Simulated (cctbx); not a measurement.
# Diagnosing a refinement

Cell a = 5.3720 Å, b = 8.5930 Å, c = 4.0520 Å, α = 90.00°, β = 90.00°, γ = 90.00°; space group Cmmm (no. 65).

The data are simulated with cctbx, not measured: Mo Kα, λ = 0.71073 Å, to d = 0.6 Å, 95 % of the full sphere, strongest reflection 20000 counts, noise from counting, a 6 % proportional error and a noise floor of 2 counts (s.d.); no absorption.

An anisotropic refinement with weights 1/σ² prints:

```text
Rint 0.049, 286 unique reflections to 0.60 A
cycle     R1     wR2    GooF  max shift (A)
   1  0.2224  0.4965  12.098   0.00532
   3  0.1314  0.3112   7.582   0.00000
final R1 0.1314 wR2 0.3112 GooF 7.582  parameters 14  data/parameter 20.4
atom        x        y        z      Ueq    occ   su(xyz)  su(Uiso or U11)
Rh1    0.25000  0.25000  0.50000   0.0160  1.000  0.00000  0.0012
Rh2    0.50000  0.83756  0.00000   0.0273  1.000  0.00041  0.0016
Sc1    0.00000  0.00000  0.00000   0.0023  1.000  0.00000  0.0019
Ge1    0.50000  0.00000  0.50000   0.0264  1.000  0.00000  0.0031
difference map: max 32.29 min -2.48 rms 2.05
Q1    0.0000  0.0000  0.0000    2   32.29  0.00 A from Sc1
Q2    0.0000  0.5000  0.5000    2   15.77  0.00 A from Ge1
Q3    0.2500  0.2500  0.5000    4   13.97  0.00 A from Rh1
Q4    0.0000  0.3240  0.0000    4    8.34  0.12 A from Rh2
Q5    0.1695  0.5000  0.4215    8    1.55  0.96 A from Ge1
Q6    0.0000  0.0000  0.2892    4    1.52  1.17 A from Sc1
```

Q: Accept it or mend it, and why?

Mend it. The fault: wrong element: Sc1 is Y. Against the right model at the same level, R1 goes from 0.0171 to 0.1314 and GooF from 0.96 to 7.58, U of Sc1 shrinks from 0.0219 to 0.0023 Å² and the top difference peak, 32.3 e/Å³, lies on Sc1. Sc1 has 18 electrons too few and its U shrinks to make up, as expected.

The compound is YGeRh4. The right model at the same level gives:

```text
Rint 0.049, 286 unique reflections to 0.60 A
cycle     R1     wR2    GooF  max shift (A)
   1  0.0523  0.1544   3.762   0.00073
   2  0.0171  0.0393   0.957   0.00000
final R1 0.0171 wR2 0.0393 GooF 0.957  parameters 14  data/parameter 20.4
atom        x        y        z      Ueq    occ   su(xyz)  su(Uiso or U11)
Rh1    0.25000  0.25000  0.50000   0.0171  1.000  0.00000  0.0001
Rh2    0.50000  0.83700  0.00000   0.0293  1.000  0.00005  0.0002
Y1     0.00000  0.00000  0.00000   0.0219  1.000  0.00000  0.0003
Ge1    0.50000  0.00000  0.50000   0.0255  1.000  0.00000  0.0003
difference map: max 0.84 min -0.83 rms 0.27
Q1    0.1945  0.1662  0.5000    8    0.88  0.78 A from Rh1
Q2    0.1376  0.2836  0.5000    8    0.81  0.67 A from Rh1
Q3    0.0000  0.3940  0.5000    4    0.80  0.91 A from Ge1
Q4    0.1393  0.5000  0.5000    4    0.78  0.75 A from Ge1
Q5    0.2391  0.4060  0.5000    8    0.78  1.34 A from Rh1
Q6    0.0801  0.1957  0.0000    8    0.77  1.29 A from Rh2
```

Isotropic U is held between 0.0001 and 1 Å² by the program, and listed peak heights are interpolated, so they can pass the grid's maximum.

The model was made for the exercise: a known structure type with other elements put in, its volume estimated, not relaxed; displacement parameters are assumed.

[Middle refinement cycles are left out of these outputs.]

[Logs are printed without paths, hosts, clocks, repeated set-up lines and the standing remarks that a program may print on its own settings, such as how far it seeks lower states.]
